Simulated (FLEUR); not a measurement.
# Anisotropy of free Ni(111) film, 4 layers with FLEUR

Wanted: anisotropy for free Ni(111) film, 4 layers, with the cost of each step.

Main program and level: FLEUR MaX-R8.1; PBE; all-electron FLAPW film, Dirac cores, scalar-relativistic bands.

## Step 1: Starting point

The cell holds 4 atoms: 4 Ni. Its edges and angles: a = 2.492 Å, b = 2.492 Å, c = 20.104 Å, α = 90.0°, β = 90.0°, γ = 120.0°. Layers at typed spacings, unrelaxed. Vacuum lies along c.

It is built of layers of Ni (space group 225).

## Step 2: The magnetic state

The force theorems are single passes in this state's potential, so it has to be converged first.

No symmetry is used, so that later steps may turn the spins freely; k and −k are joined. FLEUR takes the sheet as a true film: the images along c are dropped, heights are typed in bohr, and the vacuum on both sides is semi-infinite. inpgen writes inp.xml from crystal.txt; cutoffs, mixing, functional, smearing and local orbitals are then set in the file. The k list scf (kpts.xml, not shown) is a Γ-centred 14×14×1 mesh; where the ranks do not divide the number of points, some are split in two of half the weight.

File inp.xml:

```
<?xml version="1.0" encoding="UTF-8" standalone="no"?>
<fleurInput fleurInputVersion="0.39">
   <comment>
      Ni
   </comment>
   <calculationSetup>
      <cutoffs Kmax="3.66" Gmax="11.0" GmaxXC="11.0" numbands="0"/>
      <scfLoop itmax="150" minDistance="0.00002" maxIterBroyd="15" imix="Anderson" alpha="0.03" precondParam="0.0" spinf="2.0" sdNocoIR="T"/>
      <coreElectrons ctail="F" frcor="F" kcrel="0" coretail_lmax="0"/>
      <xcFunctional name="pbe" relativisticCorrections="F"/>
      <magnetism jspins="2" l_noco="F" l_ss="F">
         <qss>0.0 0.0 0.0</qss>
         <mtNocoParams l_mperp="F" l_mtNocoPot="F" l_relaxSQA="F" mag_mixing_scheme="0" mix_RelaxWeightOffD="1.0" l_constrained="F" mix_constr="1.0"/>
         <sourceFreeMag l_sourceFree="F" l_scaleMag="F" mag_scale="1.0"/>
      </magnetism>
      <soc l_soc="F" theta="0.0" phi="0.0" spav="F"/>
      <expertModes spex="0" secvar="F"/>
      <geometryOptimization l_f="F" forcealpha="1.0" forcemix="BFGS" epsdisp="0.00001" epsforce="0.00001"/>
      <ldaU l_linMix="F" mixParam="0.05" spinf="1.0"/>
   </calculationSetup>
   <cell>
      <bzIntegration valenceElectrons="72.0" mode="hist" fermiSmearingEnergy="0.00183747">
         <kPointListSelection listName="scf"/>
         <xi:include xmlns:xi="http://www.w3.org/2001/XInclude" href="kpts.xml"> </xi:include>
      </bzIntegration>
      <xi:include xmlns:xi="http://www.w3.org/2001/XInclude" href="sym.xml"> </xi:include>
      <filmLattice scale="1.0" dVac="16.81" dTilda="19.31">
         <bravaisMatrixFilm>
            <row-1>    4.7086300406703598     0.0000001262337051</row-1>
            <row-2>   -2.3543151296652853     4.0777931691130949</row-2>
         </bravaisMatrixFilm>
         <vacuumEnergyParameters vacuum="1" spinUp="-.25" spinDown="-.25"/>
         <vacuumEnergyParameters vacuum="2" spinUp="-.25" spinDown="-.25"/>
      </filmLattice>
   </cell>
   <atomSpecies>
      <species name="Nickel (Ni1.000" element="Ni" atomicNumber="28">
         <mtSphere radius="2.24" gridPoints="741" logIncrement="0.016"/>
         <atomicCutoffs lmax="8" lnonsphr="6"/>
         <electronConfig flipSpins="F">
            <coreConfig>(1s1/2) (2s1/2) (2p1/2) (2p3/2)</coreConfig>
            <valenceConfig>(3s1/2) (3p1/2) (3p3/2) (4s1/2) (3d3/2) (3d5/2)</valenceConfig>
            <stateOccupation state="(3d3/2)" spinUp="1.6" spinDown="1.6"/>
            <stateOccupation state="(3d5/2)" spinUp="2.9" spinDown="1.9"/>
         </electronConfig>
         <energyParameters s="4" p="4" d="3" f="4"/>
         <lo type="SCLO" l="0" n="3" eDeriv="0"/>
         <lo type="SCLO" l="1" n="3" eDeriv="0"/>
      </species>
   </atomSpecies>
   <atomGroups>
      <atomGroup species="Nickel (Ni1.000">
         <filmPos label="                   1">.0000000000 .0000000000 -5.7669745486</filmPos>
         <force calculate="T" relaxXYZ="TTT"/>
         <nocoParams  alpha="0.0" beta="0.0"/>
      </atomGroup>
      <atomGroup species="Nickel (Ni1.000">
         <filmPos label="                   2">-1.000/3.000 1.000/3.000 -1.9223375129</filmPos>
         <force calculate="T" relaxXYZ="TTT"/>
         <nocoParams  alpha="0.0" beta="0.0"/>
      </atomGroup>
      <atomGroup species="Nickel (Ni1.000">
         <filmPos label="                   3">1.000/3.000 -1.000/3.000 1.9223375129</filmPos>
         <force calculate="T" relaxXYZ="TTT"/>
         <nocoParams  alpha="0.0" beta="0.0"/>
      </atomGroup>
      <atomGroup species="Nickel (Ni1.000">
         <filmPos label="                   4">.0000000000 .0000000000 5.7669745486</filmPos>
         <force calculate="T" relaxXYZ="TTT"/>
         <nocoParams  alpha="0.0" beta="0.0"/>
      </atomGroup>
   </atomGroups>
   <output dos="F" band="F" slice="F">
      <bandDOS minEnergy="-.5*Htr" maxEnergy="0.5*Htr" sigma="0.015" storeEVData="T"/>
      <plotting iplot="0" polar="F">
         <plot TwoD="T" vec1="  1.0  0.0  0.0" vec2="  0.0  1.0  0.0" vec3="  0.0  0.0  1.0" zero="  0.0  0.0 -0.5" file="plot"/>
      </plotting>
      <moessbauerParams electricFieldGradient="F" isomerShift="F" coreHyperfine="F" valenceHyperfine="F"/>
   </output>
</fleurInput>
```

File crystal.txt:

```
Ni
&input film=T cartesian=F /
2.49169971213  0.00000006680  0.00000000000
-1.24584991392  2.15787521590  0.00000000000
0.00000000000  0.00000000000  1.00000000000
1.8897261246
1.0 1.0 1.0

4
28 0.00000000000  0.00000000000  -5.76697454864 : 1.000
28 0.66666666667  0.33333333333  -1.92233751292 : 1.000
28 0.33333333333  0.66666666667  1.92233751292 : 1.000
28 0.00000000000  0.00000000000  5.76697454864 : 1.000

&kpt div1=14 div2=14 div3=1 gamma=T /
```

Started as:

```sh
$ OMP_NUM_THREADS=1 inpgen -f crystal.txt -nosym -noco > inpgen.log  # inp.xml is then edited as shown
$ OMP_NUM_THREADS=1 mpirun -n 4 fleur_MPI > fleur.log
```

The program printed:

```text
Welcome to FLEUR        (www.flapw.de)
      MaX-Release 8.1          (www.max-centre.eu)

 ========== k-point set info ==========
 Selected k-point list: scf
 k-point list type: mesh
 0 x 0 x 0
 Number of k points: 100

 ------------Calculation Setup---------------------------
 Number of MPI-tasks      :            4
 Number of PE/node        :            4
 Number of OMP-threads    :            1
 k-points in parallel     :            4
 pe's per k-point         :            1
 No of k-point loops      :           25
 Eigenvalue solver        :       lapack
 Number of basis functions:          341
 Approximate size of matrices (H+S) per k-point:         0.003 GB
 --------------------------------------------------------
 Iteration:     1   Distance:      29.59585163 me/bohr^3
 Iteration:     2   Distance:      25.82334541 me/bohr^3
 Iteration:     3   Distance:      16.79931025 me/bohr^3
 Iteration:     4   Distance:      16.01427510 me/bohr^3
 Iteration:     5   Distance:       8.83080050 me/bohr^3
 Iteration:     6   Distance:      11.21777284 me/bohr^3
 Iteration:     7   Distance:       3.25638256 me/bohr^3
 Iteration:     8   Distance:       3.42326400 me/bohr^3
 Iteration:     9   Distance:       3.95526508 me/bohr^3
 Iteration:    10   Distance:       1.55902417 me/bohr^3
[... 29 iterations left out ...]
 Iteration:    40   Distance:       0.00013496 me/bohr^3
 Iteration:    41   Distance:       0.00010723 me/bohr^3
 Iteration:    42   Distance:       0.00006216 me/bohr^3
 Iteration:    43   Distance:       0.00003126 me/bohr^3
 Iteration:    44   Distance:       0.00007190 me/bohr^3
 Iteration:    45   Distance:       0.00003049 me/bohr^3
 Iteration:    46   Distance:       0.00002693 me/bohr^3
 Iteration:    47   Distance:       0.00002087 me/bohr^3
 Iteration:    48   Distance:       0.00002197 me/bohr^3
 Iteration:    49   Distance:       0.00001248 me/bohr^3

 ********************************************************************
 Run finished successfully
 Stop message:
   all done
 ********************************************************************

--- out.xml (last complete iteration) ---
<iteration numberForCurrentRun="   49" overallNumber="   49">
         [... left out ...]
         <bandgap value="0.0000000001" units="eV"/>
         <sumValenceSingleParticleEnergies value="-102.9364126001" units="Htr"/>
         <FermiEnergy value="-0.1866368241" units="Htr"/>
         <valenceDensity>
            <mtCharges spin="1">
               <mtCharge atomType="1" total="8.7932965" s="1.2008125" p="3.1312748" d="4.4501293" f="0.0083930"/>
               <mtCharge atomType="2" total="8.8448407" s="1.2018307" p="3.1736031" d="4.4542120" f="0.0116320"/>
               <mtCharge atomType="3" total="8.8448407" s="1.2018307" p="3.1736031" d="4.4542120" f="0.0116320"/>
               <mtCharge atomType="4" total="8.7932965" s="1.2008125" p="3.1312748" d="4.4501293" f="0.0083930"/>
            </mtCharges>
            <mtCharges spin="2">
               <mtCharge atomType="1" total="8.0887714" s="1.2046473" p="3.1490941" d="3.7236498" f="0.0087314"/>
               <mtCharge atomType="2" total="8.1334598" s="1.2058338" p="3.1927912" d="3.7187310" f="0.0125822"/>
               <mtCharge atomType="3" total="8.1334600" s="1.2058338" p="3.1927912" d="3.7187311" f="0.0125822"/>
               <mtCharge atomType="4" total="8.0887717" s="1.2046473" p="3.1490941" d="3.7236501" f="0.0087314"/>
            </mtCharges>
            <spinDependentCharge spin="1" total="37.3433852" interstitial="1.9755664" mtSpheres="35.2762744" vacuum1="0.0457722" vacuum2="0.0457722"/>
            <spinDependentCharge spin="2" total="34.6566150" interstitial="2.1155274" mtSpheres="32.4444629" vacuum1="0.0483124" vacuum2="0.0483124"/>
            <totalCharge value="72.0000002452"/>
         </valenceDensity>
         [... left out ...]
         <allElectronCharges>
            <spinDependentCharge spin="1" total="57.3433852" interstitial="1.9755664" mtSpheres="55.2762744" vacuum1="0.0457722" vacuum2="0.0457722"/>
            <spinDependentCharge spin="2" total="54.6566150" interstitial="2.1155274" mtSpheres="52.4444629" vacuum1="0.0483124" vacuum2="0.0483124"/>
            <totalCharge value="112.0000002467"/>
         </allElectronCharges>
         <magneticMomentsInMTSpheres units="muBohr">
            <globalMagMoment atomType="1" vec="0.00000   0.00000   0.70453"/>
            <localMagMoment atomType="1" vec="0.00000   0.00000   0.70453"/>
            <globalMagMoment atomType="2" vec="0.00000   0.00000   0.71138"/>
            <localMagMoment atomType="2" vec="0.00000   0.00000   0.71138"/>
            <globalMagMoment atomType="3" vec="0.00000   0.00000   0.71138"/>
            <localMagMoment atomType="3" vec="0.00000   0.00000   0.71138"/>
            <globalMagMoment atomType="4" vec="0.00000   0.00000   0.70452"/>
            <localMagMoment atomType="4" vec="0.00000   0.00000   0.70452"/>
         </magneticMomentsInMTSpheres>
         <moessbauerParams unitsHFF="kG" unitsIS="e/bohr^3" unitsEFG="Htr/bohr^2">
         </moessbauerParams>
         <totalEnergy value="    -6083.2744790262" units="Htr">
            <sumOfEigenvalues value="    -3546.0328920669">
               <coreElectrons value="-3443.0964794668"/>
               <valenceElectrons value="-102.9364126001"/>
            </sumOfEigenvalues>
            <densityCoulombPotentialIntegral value="-9395.8108173971"/>
            <densityEffectivePotentialIntegral value="-9726.1732940444"/>
            <chargeDenXCDenIntegral value="-254.3117273078"/>
            <FockExchangeEnergyValence value="0.0000000000"/>
            <FockExchangeEnergyCore value="0.0000000000"/>
            <atomTypeDependentContributions atomType="1">
               <electronNucleiInteractionDifferentMTs value="1823.5388051527"/>
               <MadelungTerm value="-4.3201368070"/>
            </atomTypeDependentContributions>
            <atomTypeDependentContributions atomType="2">
               <electronNucleiInteractionDifferentMTs value="1824.1720865530"/>
               <MadelungTerm value="-3.5678442180"/>
            </atomTypeDependentContributions>
            <atomTypeDependentContributions atomType="3">
               <electronNucleiInteractionDifferentMTs value="1824.1720861315"/>
               <MadelungTerm value="-3.5678443675"/>
            </atomTypeDependentContributions>
            <atomTypeDependentContributions atomType="4">
               <electronNucleiInteractionDifferentMTs value="1823.5388049427"/>
               <MadelungTerm value="-4.3201368251"/>
            </atomTypeDependentContributions>
            <tkbTimesEntropy value="0.0022625623"/>
            <freeEnergy value="-6083.2767415885"/>
            <extrapolationTo0K value="-6083.2756103073"/>
         </totalEnergy>
         <densityConvergence units="me/bohr^3">
            <chargeDensity spin="1" distance="0.0000085838"/>
            <chargeDensity spin="2" distance="0.0000083875"/>
            <overallChargeDensity distance="0.0000115031"/>
            <spinDensity distance="0.0000124797"/>
         </densityConvergence>
      </iteration>
```

Wall time 6.1 min (4 MPI ranks of Arm Neoverse V1, shared host); peak memory 0.87 GiB; 24 min of CPU time.

Spin moment in the muffin-tin sphere by atom:

| atom | spin moment in the muffin-tin sphere (μB) |
| --- | --- |
| Ni1 | 0.705 |
| Ni2 | 0.711 |
| Ni3 | 0.711 |
| Ni4 | 0.705 |

Read from the output:

```
free energy                                                       : -165534.3931 eV
program's band gap on this mesh (in a metal only a level spacing) : 1.00e-10 eV
magnetization                                                     : 2.687 μB
final state                                                       : ferromagnetic
```

After 49 cycles the largest moment stands at 0.711 μB.

## Step 3: Energy against the direction of the moments, rung 1

Anisotropy is a small difference, so it is taken from sums over occupied states at a frozen potential, where most errors cancel.

One pass with spin–orbit coupling for each direction, from the saved density. Inversion lets half of the mesh serve, which the program's warning doesn't know. The k list mae (kpts.xml, not shown) is a Γ-centred 23×23×1 mesh.

Changes to inp.xml since step 2:

```diff
@@ -6,4 +6,4 @@
    <calculationSetup>
-      <cutoffs Kmax="3.66" Gmax="11.0" GmaxXC="11.0" numbands="0"/>
-      <scfLoop itmax="150" minDistance="0.00002" maxIterBroyd="15" imix="Anderson" alpha="0.03" precondParam="0.0" spinf="2.0" sdNocoIR="T"/>
+      <cutoffs Kmax="3.66" Gmax="11.0" GmaxXC="11.0" numbands="136"/>
+      <scfLoop itmax="1" minDistance="0.00002" maxIterBroyd="15" imix="Anderson" alpha="0.03" precondParam="0.0" spinf="2.0" sdNocoIR="T"/>
       <coreElectrons ctail="F" frcor="F" kcrel="0" coretail_lmax="0"/>
@@ -15,3 +15,3 @@
       </magnetism>
-      <soc l_soc="F" theta="0.0" phi="0.0" spav="F"/>
+      <soc l_soc="T" theta="0.0" phi="0.0" spav="F"/>
       <expertModes spex="0" secvar="F"/>
@@ -22,3 +22,3 @@
       <bzIntegration valenceElectrons="72.0" mode="hist" fermiSmearingEnergy="0.00183747">
-         <kPointListSelection listName="scf"/>
+         <kPointListSelection listName="mae"/>
          <xi:include xmlns:xi="http://www.w3.org/2001/XInclude" href="kpts.xml"> </xi:include>
@@ -79,2 +79,5 @@
    </output>
+   <forceTheorem>
+      <MAE theta="0.0 1.5707963 1.5707963" phi="0.0 0.0 1.5707963"/>
+   </forceTheorem>
 </fleurInput>
```

Started as:

```sh
$ OMP_NUM_THREADS=1 mpirun -n 4 fleur_MPI -warn_only > fleur.log
```

The program printed:

```text
[banner, memory and clock lines left out]
Welcome to FLEUR        (www.flapw.de)
      MaX-Release 8.1          (www.max-centre.eu)
************FLEUR-Warning*****************
Error message: k-point set is not compatible to missing time-reversal symmetry in calculation.
Error occurred in subroutine: gen_bz
Error from PE:0/4
Other PEs with error messages:
     1-k-point set is not compatible to missing time-reversal symmetry in calculation.
*****************************************

 ========== k-point set info ==========
 Selected k-point list: mae
 k-point list type: mesh
 0 x 0 x 0
 Number of k points: 268

 [... set-up left out ...]
 ********************************************************************
 Run finished successfully
 Stop message:
   Forcetheorem MAE
 ********************************************************************

--- out.xml (force theorem) ---
<Forcetheorem_MAE Angles="3" units="Htr">
            <Angle theta="0.0000000" phi="0.0000000" ev-sum="-102.940177217"/>
            <Angle theta="1.5707963" phi="0.0000000" ev-sum="-102.940195883"/>
            <Angle theta="1.5707963" phi="1.5707963" ev-sum="-102.940195855"/>
         </Forcetheorem_MAE>
```

Wall time 1.7 min (4 MPI ranks); peak memory 1.2 GiB.

Anisotropy energies, by row:

| axis | x | y | z | band energy less the first axis' (meV a cell) |
| --- | --- | --- | --- | --- |
| z | 0 | 0 | 1 | 0 |
| x | 1 | 0 | 0 | -0.5079 |
| y | 0 | 1 | 0 | -0.5072 |

Shape anisotropy is not in these numbers.

## Step 4: Energy against the direction of the moments, rung 2

A second rung shows how far the first can be trusted.

The k list mae (kpts.xml, not shown) is a Γ-centred 35×35×1 mesh.

inp.xml is that of step 3.

The program printed:

```text
[banner, memory and clock lines left out]
Welcome to FLEUR        (www.flapw.de)
      MaX-Release 8.1          (www.max-centre.eu)
************FLEUR-Warning*****************
Error message: k-point set is not compatible to missing time-reversal symmetry in calculation.
Error occurred in subroutine: gen_bz
Error from PE:0/4
*****************************************

 ========== k-point set info ==========
 Selected k-point list: mae
 k-point list type: mesh
 0 x 0 x 0
 Number of k points: 616

 [... set-up left out ...]
 ********************************************************************
 Run finished successfully
 Stop message:
   Forcetheorem MAE
 ********************************************************************

--- out.xml (force theorem) ---
<Forcetheorem_MAE Angles="3" units="Htr">
            <Angle theta="0.0000000" phi="0.0000000" ev-sum="-102.940179361"/>
            <Angle theta="1.5707963" phi="0.0000000" ev-sum="-102.940193873"/>
            <Angle theta="1.5707963" phi="1.5707963" ev-sum="-102.940193851"/>
         </Forcetheorem_MAE>
```

Run time: 3.9 min. Hardware: 4 MPI ranks; peak memory 2.2 GiB; 15 min of CPU time.

Anisotropy energies, by row:

| axis | x | y | z | band energy less the first axis' (meV a cell) |
| --- | --- | --- | --- | --- |
| z | 0 | 0 | 1 | 0 |
| x | 1 | 0 | 0 | -0.3949 |
| y | 0 | 1 | 0 | -0.3943 |

(Continued in part 2 of 2.)

[Logs and program files are shortened in this print: banners, set-up blocks, solver, clock and traceback lines can be left out without a mark of their own.]

[Logs are printed without paths, hosts, clocks, repeated set-up lines and the standing remarks that a program may print on its own settings, such as how far it seeks lower states.]

[Hosts, paths, dates, database ids (printed as entryN), source tags and the programs' standing remarks are cut or masked in the printed files.]

[Where a cell is said to come from a database of computed structures, the database is the Materials Project.]
